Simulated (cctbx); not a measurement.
**Diagnosing a refinement**

Cell a = 5.0100 Å, b = 5.0100 Å, c = 8.2680 Å, α = 90.00°, β = 90.00°, γ = 120.00°; space group P6_3/mmc (no. 194). The compound is Al3V2Si.

The data are simulated with cctbx, not measured: Cu Kα, λ = 1.54184 Å, to d = 0.83 Å, 50 % of the full sphere, strongest reflection 70000 counts, noise from counting, a 6 % proportional error and a noise floor of 2 counts (s.d.); no absorption, and some extinction, which the refinements don't model.

An anisotropic refinement with weights 1/σ² prints:

```text
Rint 0.044, 81 unique reflections to 0.83 A
cycle     R1     wR2    GooF  max shift (A)
   1  0.0670  0.2570   9.633   0.00173
   2  0.0321  0.1214   4.550   0.00006
final R1 0.0324 wR2 0.1214 GooF 4.549  parameters 9  data/parameter 9.0
atom        x        y        z      Ueq    occ   su(xyz)  su(Uiso or U11)
V1     0.66667  0.33333  0.55846   0.0024  1.000  0.00017  0.0011
Cl1    0.00000  0.00000  0.50000   0.0158  1.000  0.00000  0.0014
Al1    0.82661  0.17339  0.25000   0.0051  1.000  0.00018  0.0013
difference map: max 0.68 min -1.78 rms 0.20
Q1    0.0000  0.0000  0.2500    2    0.68  1.50 A from Al1
Q2    0.1912  0.5956  0.0497   12    0.32  0.62 A from V1
Q3    0.0609  0.1219  0.1508   12    0.32  1.35 A from Cl1
Q4    0.2600  0.5201  0.0578   12    0.29  0.64 A from V1
Q5    0.0153  0.3546  0.1236   24    0.28  1.40 A from Al1
Q6    0.2178  0.4357  0.5797   12    0.26  1.46 A from Al1
```

Q: Accept it or mend it, and why?

Mend it. The fault: wrong element: Cl1 is Si. Against the right model at the same level, R1 goes from 0.0132 to 0.0324 and GooF from 0.97 to 4.55, U of Cl1 swells from 0.0067 to 0.0158 Å², the top difference peak, 0.7 e/Å³, lies 1.50 Å from Al1 and a hole of -1.8 e/Å³ opens. Cl1 has 3 electrons too many and its U swells to shed them, as expected.

The compound is Al3V2Si. The right model at the same level gives:

```text
Rint 0.044, 81 unique reflections to 0.83 A
cycle     R1     wR2    GooF  max shift (A)
   1  0.0136  0.0271   1.014   0.00009
   2  0.0132  0.0259   0.970   0.00000
final R1 0.0132 wR2 0.0259 GooF 0.970  parameters 9  data/parameter 9.0
atom        x        y        z      Ueq    occ   su(xyz)  su(Uiso or U11)
V1     0.66667  0.33333  0.55824   0.0038  1.000  0.00004  0.0002
Si1    0.00000  0.00000  0.50000   0.0067  1.000  0.00000  0.0003
Al1    0.82655  0.17345  0.25000   0.0064  1.000  0.00004  0.0003
difference map: max 0.25 min -0.33 rms 0.08
Q1    0.0000  0.0000  0.2500    2    0.25  1.51 A from Al1
Q2    0.0801  0.5401  0.6007   12    0.21  1.71 A from V1
Q3    0.0822  0.5411  0.2500    6    0.20  1.64 A from Al1
Q4    0.0748  0.1496  0.1571   12    0.19  1.45 A from Si1
Q5    0.0735  0.1469  0.6601   12    0.18  1.14 A from Al1
Q6    0.9990  0.3561  0.1535   24    0.17  1.20 A from Al1
```

The model was made for the exercise: a known structure type with other elements put in, its volume estimated, not relaxed; displacement parameters are assumed.

[Middle refinement cycles are left out of these outputs.]

[Logs are printed without paths, hosts, clocks, repeated set-up lines and the standing remarks that a program may print on its own settings, such as how far it seeks lower states.]
